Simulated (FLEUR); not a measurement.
## How the volume moves the moments of MnSi

Aim: follow the moments and order energies of MnSi as the volume changes.

Program: FLEUR MaX-R8.1. Level of theory: PBE; all-electron FLAPW, Dirac cores, scalar-relativistic bands. Results are calculated unless marked as measured.

The database entry behind the starting cell differs from later determinations by our own check (0.1 to 0.3 % short, probably kX units), so it need not match the best structure at ambient conditions.

## Step 1: The starting structure

Symmetry: P2_13, No. 198, cubic system. Conventional cell: a = 4.548 Å, b = 4.548 Å, c = 4.548 Å, α = 90.00°, β = 90.00°, γ = 90.00°. Nearest to Mn lie 7 Si at 2.30 to 2.53 Å. Nearest to Si lie 7 Mn at 2.30 to 2.53 Å. Farther neighbours are not listed.

Coordinates:

```
Mn Si
1.0
     4.54800    0.00000    0.00000
     0.00000    4.54800    0.00000
     0.00000    0.00000    4.54800
Mn Si
4 4
Direct
  0.13800 0.13800 0.13800
  0.36200 0.86200 0.63800
  0.63800 0.36200 0.86200
  0.86200 0.63800 0.36200
  0.84600 0.84600 0.84600
  0.65400 0.15400 0.34600
  0.34600 0.65400 0.15400
  0.15400 0.34600 0.65400
```

## Step 2: Factor 1, start ferro ++++

The scan starts at the cell as given.

All lengths change alike; the factor is that of the volume. Atoms keep their fractional places. Spheres, Kmax and the mesh are the same at all points, the spheres being those of the tightest cell. inpgen writes inp.xml from crystal.txt; cutoffs, mixing, functional, smearing and local orbitals are then set in the file. The k list default-1 (kpts.xml, not shown) is a Γ-centred 6×6×6 mesh; where the ranks do not divide the number of points, some are split in two of half the weight.

File inp.xml:

```
<?xml version="1.0" encoding="UTF-8" standalone="no"?>
<fleurInput fleurInputVersion="0.39">
   <comment>
      MnSi
   </comment>
   <calculationSetup>
      <cutoffs Kmax="4.4" Gmax="13.2" GmaxXC="13.2" numbands="0"/>
      <scfLoop itmax="110" minDistance="0.00002" maxIterBroyd="15" imix="Anderson" alpha="0.05" precondParam="0.0" spinf="2.0" sdNocoIR="T"/>
      <coreElectrons ctail="T" frcor="F" kcrel="0" coretail_lmax="0"/>
      <xcFunctional name="pbe" relativisticCorrections="F"/>
      <magnetism jspins="2"/>
      <soc l_soc="F" theta="0.0" phi="0.0" spav="F"/>
      <expertModes spex="0" secvar="F"/>
      <geometryOptimization l_f="F" forcealpha="1.0" forcemix="BFGS" epsdisp="0.00001" epsforce="0.00001"/>
      <ldaU l_linMix="F" mixParam="0.05" spinf="1.0"/>
   </calculationSetup>
   <cell>
      <bzIntegration valenceElectrons="76.0" mode="hist" fermiSmearingEnergy="0.00183747">
         <kPointListSelection listName="default-1"/>
         <xi:include xmlns:xi="http://www.w3.org/2001/XInclude" href="kpts.xml"> </xi:include>
      </bzIntegration>
      <xi:include xmlns:xi="http://www.w3.org/2001/XInclude" href="sym.xml"> </xi:include>
      <bulkLattice scale="1.0">
         <bravaisMatrix>
            <row-1>    8.5944744146807999     0.0000000000000000     0.0000000000000000</row-1>
            <row-2>    0.0000000000000000     8.5944744146807999     0.0000000000000000</row-2>
            <row-3>    0.0000000000000000     0.0000000000000000     8.5944744146807999</row-3>
         </bravaisMatrix>
      </bulkLattice>
   </cell>
   <atomSpecies>
      <species name="Manganese 3.500" element="Mn" atomicNumber="25">
         <mtSphere radius="2.49" gridPoints="823" logIncrement="0.015"/>
         <atomicCutoffs lmax="10" lnonsphr="8"/>
         <electronConfig flipSpins="F">
            <coreConfig>(1s1/2) (2s1/2) (2p1/2) (2p3/2)</coreConfig>
            <valenceConfig>(3s1/2) (3p1/2) (3p3/2) (4s1/2) (3d3/2) (3d5/2)</valenceConfig>
            <stateOccupation state="(3d3/2)" spinUp="1.25" spinDown="0.75"/>
            <stateOccupation state="(3d5/2)" spinUp="3.0" spinDown="0.0"/>
         </electronConfig>
         <energyParameters s="4" p="4" d="3" f="4"/>
         <lo type="SCLO" l="0" n="3" eDeriv="0"/>
         <lo type="SCLO" l="1" n="3" eDeriv="0"/>
      </species>
      <species name="Silicon (Si)" element="Si" atomicNumber="14">
         <mtSphere radius="1.62" gridPoints="537" logIncrement="0.021"/>
         <atomicCutoffs lmax="6" lnonsphr="4"/>
         <electronConfig flipSpins="F">
            <coreConfig>(1s1/2) (2s1/2) (2p1/2) (2p3/2)</coreConfig>
            <valenceConfig>(3s1/2) (3p1/2) (3p3/2)</valenceConfig>
            <stateOccupation state="(3p1/2)" spinUp="0.333333" spinDown="0.333333"/>
            <stateOccupation state="(3p3/2)" spinUp="0.666667" spinDown="0.666667"/>
         </electronConfig>
         <energyParameters s="3" p="3" d="3" f="4"/>
      </species>
   </atomSpecies>
   <atomGroups>
      <atomGroup species="Manganese 3.500">
         <relPos label="                   1">.1380000000 .1380000000 .1380000000</relPos>
         <relPos label="                   2">.3620000000 -.1380000000 -.3620000000</relPos>
         <relPos label="                   3">-.3620000000 .3620000000 -.1380000000</relPos>
         <relPos label="                   4">-.1380000000 -.3620000000 .3620000000</relPos>
         <force calculate="T" relaxXYZ="TTT"/>
      </atomGroup>
      <atomGroup species="Silicon (Si)">
         <relPos label="                   5">-.1540000000 -.1540000000 -.1540000000</relPos>
         <relPos label="                   6">-.3460000000 .1540000000 .3460000000</relPos>
         <relPos label="                   7">.3460000000 -.3460000000 .1540000000</relPos>
         <relPos label="                   8">.1540000000 .3460000000 -.3460000000</relPos>
         <force calculate="T" relaxXYZ="TTT"/>
      </atomGroup>
   </atomGroups>
   <output dos="F" band="F" slice="F">
      <bandDOS minEnergy="-.5*Htr" maxEnergy="0.5*Htr" sigma="0.015" storeEVData="T"/>
      <plotting iplot="0" polar="F">
         <plot TwoD="T" vec1="  1.0  0.0  0.0" vec2="  0.0  1.0  0.0" vec3="  0.0  0.0  1.0" zero="  0.0  0.0  0.0" file="plot"/>
      </plotting>
      <moessbauerParams electricFieldGradient="F" isomerShift="F" coreHyperfine="F" valenceHyperfine="F"/>
   </output>
</fleurInput>
```

File crystal.txt:

```
MnSi
&input film=F cartesian=F /
4.54800000000  0.00000000000  0.00000000000
0.00000000000  4.54800000000  0.00000000000
0.00000000000  0.00000000000  4.54800000000
1.8897261246
1.0 1.0 1.0

8
25 0.13800000000  0.13800000000  0.13800000000 : 3.500
25 0.36200000000  0.86200000000  0.63800000000 : 3.500
25 0.63800000000  0.36200000000  0.86200000000 : 3.500
25 0.86200000000  0.63800000000  0.36200000000 : 3.500
14 0.84600000000  0.84600000000  0.84600000000
14 0.65400000000  0.15400000000  0.34600000000
14 0.34600000000  0.65400000000  0.15400000000
14 0.15400000000  0.34600000000  0.65400000000

&kpt div1=6 div2=6 div3=6 gamma=T /
```

Run with:

```
$ OMP_NUM_THREADS=1 inpgen -f crystal.txt > inpgen.log  # inp.xml is then edited as shown
$ OMP_NUM_THREADS=1 mpirun -n 4 fleur_MPI > fleur.log
```

The log of the run:

```text
Welcome to FLEUR        (www.flapw.de)
      MaX-Release 8.1          (www.max-centre.eu)

 ========== k-point set info ==========
 Selected k-point list: default-1
 k-point list type: mesh
 6 x 6 x 6
 Number of k points: 24

 ------------Calculation Setup---------------------------
 Number of MPI-tasks      :            4
 Number of PE/node        :            4
 Number of OMP-threads    :            1
 k-points in parallel     :            4
 pe's per k-point         :            1
 No of k-point loops      :            6
 Eigenvalue solver        :       lapack
 Number of basis functions:          979
 Approximate size of matrices (H+S) per k-point:         0.029 GB
 --------------------------------------------------------
 Iteration:     1   Distance:      23.09151952 me/bohr^3
 Iteration:     2   Distance:      22.11055385 me/bohr^3
 Iteration:     3   Distance:       6.11746265 me/bohr^3
 Iteration:     4   Distance:       4.93143639 me/bohr^3
 Iteration:     5   Distance:       4.82599264 me/bohr^3
 Iteration:     6   Distance:       5.24073368 me/bohr^3
 Iteration:     7   Distance:       4.60778660 me/bohr^3
 Iteration:     8   Distance:       4.56421929 me/bohr^3
 Iteration:     9   Distance:       3.40093510 me/bohr^3
 Iteration:    10   Distance:       3.37590588 me/bohr^3
[... 14 iterations left out ...]
 Iteration:    25   Distance:       0.01612285 me/bohr^3
 Iteration:    26   Distance:       0.00369753 me/bohr^3
 Iteration:    27   Distance:       0.00363575 me/bohr^3
 Iteration:    28   Distance:       0.00151334 me/bohr^3
 Iteration:    29   Distance:       0.00039736 me/bohr^3
 Iteration:    30   Distance:       0.00037847 me/bohr^3
 Iteration:    31   Distance:       0.00030747 me/bohr^3
 Iteration:    32   Distance:       0.00005945 me/bohr^3
 Iteration:    33   Distance:       0.00002127 me/bohr^3
 Iteration:    34   Distance:       0.00000528 me/bohr^3

 ********************************************************************
 Run finished successfully
 Stop message:
   all done
 ********************************************************************

--- out.xml (last complete iteration) ---
<iteration numberForCurrentRun="   34" overallNumber="   34">
         [... left out ...]
         <bandgap value="0.0000000000" units="eV"/>
         <sumValenceSingleParticleEnergies value="-38.0232987421" units="Htr"/>
         <FermiEnergy value="0.4371165583" units="Htr"/>
         <valenceDensity>
            <mtCharges spin="1">
               <mtCharge atomType="1" total="7.8423314" s="1.2152716" p="3.3088275" d="3.2914408" f="0.0219912"/>
               <mtCharge atomType="2" total="0.4405322" s="0.2012632" p="0.2085588" d="0.0291595" f="0.0014053"/>
            </mtCharges>
            <mtCharges spin="2">
               <mtCharge atomType="1" total="6.7813745" s="1.2142367" p="3.3051695" d="2.2348726" f="0.0227803"/>
               <mtCharge atomType="2" total="0.4653458" s="0.2088668" p="0.2276432" d="0.0275260" f="0.0012001"/>
            </mtCharges>
            <spinDependentCharge spin="1" total="39.9704114" interstitial="6.8389570" mtSpheres="33.1314544"/>
            <spinDependentCharge spin="2" total="36.0295886" interstitial="7.0427072" mtSpheres="28.9868813"/>
            <totalCharge value="76.0000000000"/>
         </valenceDensity>
         [... left out ...]
         <magneticMomentsInMTSpheres units="muBohr">
            <globalMagMoment atomType="1" vec="0.00000   0.00000   1.06096"/>
            <localMagMoment atomType="1" vec="0.00000   0.00000   1.06096"/>
            <globalMagMoment atomType="2" vec="0.00000   0.00000  -0.02478"/>
            <localMagMoment atomType="2" vec="0.00000   0.00000  -0.02478"/>
         </magneticMomentsInMTSpheres>
         [... left out ...]
         <totalEnergy value="    -5794.9030525219" units="Htr">
            <sumOfEigenvalues value="    -3299.6833213687">
               <coreElectrons value="-3261.6600226266"/>
               <valenceElectrons value="-38.0232987421"/>
            </sumOfEigenvalues>
            <densityCoulombPotentialIntegral value="-8776.2563581371"/>
            <densityEffectivePotentialIntegral value="-9156.0189211481"/>
            <chargeDenXCDenIntegral value="-293.0648829058"/>
            <FockExchangeEnergyValence value="0.0000000000"/>
            <FockExchangeEnergyCore value="0.0000000000"/>
         [... left out ...]
            <tkbTimesEntropy value="0.0016587468"/>
            <freeEnergy value="-5794.9047112686"/>
            <extrapolationTo0K value="-5794.9038818953"/>
         </totalEnergy>
         <densityConvergence units="me/bohr^3">
            <chargeDensity spin="1" distance="0.0000030867"/>
            <chargeDensity spin="2" distance="0.0000030114"/>
            <overallChargeDensity distance="0.0000030494"/>
            <spinDensity distance="0.0000052815"/>
         </densityConvergence>
      </iteration>
```

Elapsed: 8.9 min, on 4 MPI ranks of Arm Neoverse V1, shared host; peak memory 0.47 GiB; 35 min of CPU time.

Spin moment in the muffin-tin sphere by atom:

```
atom  spin moment in the muffin-tin sphere (μB)
 Mn1                                       1.06
 Mn2                                       1.06
 Mn3                                       1.06
 Mn4                                       1.06
 Si5                                      -0.02
 Si6                                      -0.02
 Si7                                      -0.02
 Si8                                      -0.02
```

Read from the output:

| Item | Value |
| --- | --- |
| free energy | -157687.3904 eV |
| program's band gap on this mesh (in a metal only a level spacing) | 0 eV |
| magnetization | 3.941 μB |
| final state | ferromagnetic |

After 34 cycles the largest moment stands at 1.06 μB.

## Step 3: Factor 1, start antiferro ++--

inp.xml: that of step 2 with these lines changed.

```diff
@@ -44,2 +44,15 @@
       </species>
+      <species name="Manganese -3.500" element="Mn" atomicNumber="25">
+         <mtSphere radius="2.49" gridPoints="823" logIncrement="0.015"/>
+         <atomicCutoffs lmax="10" lnonsphr="8"/>
+         <electronConfig flipSpins="F">
+            <coreConfig>(1s1/2) (2s1/2) (2p1/2) (2p3/2)</coreConfig>
+            <valenceConfig>(3s1/2) (3p1/2) (3p3/2) (4s1/2) (3d3/2) (3d5/2)</valenceConfig>
+            <stateOccupation state="(3d3/2)" spinUp="0.75" spinDown="1.25"/>
+            <stateOccupation state="(3d5/2)" spinUp="0.0" spinDown="3.0"/>
+         </electronConfig>
+         <energyParameters s="4" p="4" d="3" f="4"/>
+         <lo type="SCLO" l="0" n="3" eDeriv="0"/>
+         <lo type="SCLO" l="1" n="3" eDeriv="0"/>
+      </species>
       <species name="Silicon (Si)" element="Si" atomicNumber="14">
@@ -60,2 +73,5 @@
          <relPos label="                   2">.3620000000 -.1380000000 -.3620000000</relPos>
+         <force calculate="T" relaxXYZ="TTT"/>
+      </atomGroup>
+      <atomGroup species="Manganese -3.500">
          <relPos label="                   3">-.3620000000 .3620000000 -.1380000000</relPos>
@@ -67,2 +83,5 @@
          <relPos label="                   6">-.3460000000 .1540000000 .3460000000</relPos>
+         <force calculate="T" relaxXYZ="TTT"/>
+      </atomGroup>
+      <atomGroup species="Silicon (Si)">
          <relPos label="                   7">.3460000000 -.3460000000 .1540000000</relPos>
```

crystal.txt: that of step 2 with these lines changed.

```diff
@@ -11,4 +11,4 @@
 25 0.36200000000  0.86200000000  0.63800000000 : 3.500
-25 0.63800000000  0.36200000000  0.86200000000 : 3.500
-25 0.86200000000  0.63800000000  0.36200000000 : 3.500
+25 0.63800000000  0.36200000000  0.86200000000 : -3.500
+25 0.86200000000  0.63800000000  0.36200000000 : -3.500
 14 0.84600000000  0.84600000000  0.84600000000
```

The log of the run:

```text
[banner, memory and clock lines left out]
Welcome to FLEUR        (www.flapw.de)
      MaX-Release 8.1          (www.max-centre.eu)

 ========== k-point set info ==========
 Selected k-point list: default-1
 k-point list type: mesh
 6 x 6 x 6
 Number of k points: 80

 [... set-up left out ...]
 Iteration:     1   Distance:      23.92292187 me/bohr^3
 Iteration:     2   Distance:      23.04176055 me/bohr^3
 Iteration:     3   Distance:       9.91025276 me/bohr^3
 Iteration:     4   Distance:       7.75498670 me/bohr^3
 Iteration:     5   Distance:       8.07420336 me/bohr^3
 Iteration:     6   Distance:       5.44918712 me/bohr^3
 Iteration:     7   Distance:       5.96020219 me/bohr^3
 Iteration:     8   Distance:       3.25969175 me/bohr^3
 Iteration:     9   Distance:       3.16234995 me/bohr^3
 Iteration:    10   Distance:       2.27286807 me/bohr^3
 Iteration:    11   Distance:       1.55260621 me/bohr^3
 Iteration:    12   Distance:       0.92584871 me/bohr^3
 Iteration:    13   Distance:       0.65317713 me/bohr^3
 Iteration:    14   Distance:       0.48337977 me/bohr^3
 Iteration:    15   Distance:       0.31861141 me/bohr^3
 Iteration:    16   Distance:       0.31253987 me/bohr^3

--- out.xml (last complete iteration) ---
<iteration numberForCurrentRun="   16" overallNumber="   16">
         [... left out ...]
         <bandgap value="0.0000000000" units="eV"/>
         <sumValenceSingleParticleEnergies value="-38.0164426627" units="Htr"/>
         <FermiEnergy value="0.4342600761" units="Htr"/>
         [... left out ...]
         <magneticMomentsInMTSpheres units="muBohr">
            <globalMagMoment atomType="1" vec="0.00000   0.00000   0.64795"/>
            <globalMagMoment atomType="2" vec="0.00000   0.00000  -0.64795"/>
            <globalMagMoment atomType="3" vec="0.00000   0.00000   0.00086"/>
            <globalMagMoment atomType="4" vec="0.00000   0.00000  -0.00086"/>
         </magneticMomentsInMTSpheres>
         [... left out ...]
         <totalEnergy value="    -5794.8940313462" units="Htr">
            <sumOfEigenvalues value="    -3299.7562148657">
               <coreElectrons value="-3261.7397722031"/>
               <valenceElectrons value="-38.0164426627"/>
            </sumOfEigenvalues>
         [... left out ...]
            <freeEnergy value="-5794.8967066905"/>
            <extrapolationTo0K value="-5794.8953690184"/>
         </totalEnergy>
         <densityConvergence units="me/bohr^3">
            <chargeDensity spin="1" distance="0.1608745410"/>
            <chargeDensity spin="2" distance="0.1608745886"/>
            <overallChargeDensity distance="0.0764286082"/>
            <spinDensity distance="0.3125398698"/>
         </densityConvergence>
      </iteration>
```

Wall time 15 min (4 MPI ranks); peak memory 1 GiB.

The run was cut off at its time limit.

After 16 cycles the density distance stands at 0.31 me/bohr³, still falling.

[end of part 1 of 2]

[Logs and program files are shortened in this print: banners, set-up blocks, solver, clock and traceback lines can be left out without a mark of their own.]

[Logs are printed without paths, hosts, clocks, repeated set-up lines and the standing remarks that a program may print on its own settings, such as how far it seeks lower states.]

[Hosts, paths, dates, database ids (printed as entryN), source tags and the programs' standing remarks are cut or masked in the printed files.]

[Where a cell is said to come from a database of computed structures, the database is the Materials Project.]
